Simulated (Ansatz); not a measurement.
SnSeS (layered bulk) (P3m1), computed twice by G0W0.

The structure was built from a prototype and need not be the compound's stable phase.

```
Sn S Se
1.0
     3.71001    0.00000    0.00000
    -1.85501    3.21297    0.00000
     0.00000    0.00000    5.66491
Sn S Se
1 1 1
Direct
  0.00000 0.00000 0.50823
  0.33333 0.66667 0.76555
  0.66667 0.33333 0.22622
```

The structure was relaxed with PBEsol-D3(BJ). The runs that relaxed it are not among those shown.

The first (Ansatz 0.2.0; start PBEsol, 6×6×4 mesh, 281 empty bands, screening to 150 eV, PAW set soft_1 files; 1 × NVIDIA H100 80GB HBM3 (shared by 6 runs) with 2 threads of AMD EPYC 7R13 (Zen 3), shared host) gave, on its mesh: starting gap 0.78 eV, G0W0 gap 1.39 eV, RPA ε∞ (mean) 12.99, 30 s.

**Question.** The second changes empty bands from 281 to 71 and screening cutoff (eV) from 150.0 to 60. What does it give?

It gave: starting gap 0.78 eV, G0W0 gap 1.32 eV, RPA ε∞ (mean) 13.13, 21 s. The G0W0 gap moves by −0.07 eV, +0.00 eV from the start and −0.07 eV from the correction. Σc changes by +0.50 eV at the valence top and +0.43 eV at the conduction bottom, and Σx − Vxc between them by +0.00 eV.

Limits: not at the basis limit; no spin-orbit coupling; coarse k mesh.

[Paths, hosts, dates, memory and timing lines, banners, echoed tables and standing remarks are left out of the program output.]

[Logs are printed without paths, hosts, clocks, repeated set-up lines and the standing remarks that a program may print on its own settings, such as how far it seeks lower states.]

[Runs of the session that timed out or met a known fault of the program may be left out.]

[Cells called generated may have been cut or substituted from an entry of the Crystallography Open Database or the Materials Project.]

[Hosts, paths, dates, database ids (printed as entryN), source tags and the programs' standing remarks are cut or masked in the printed files.]
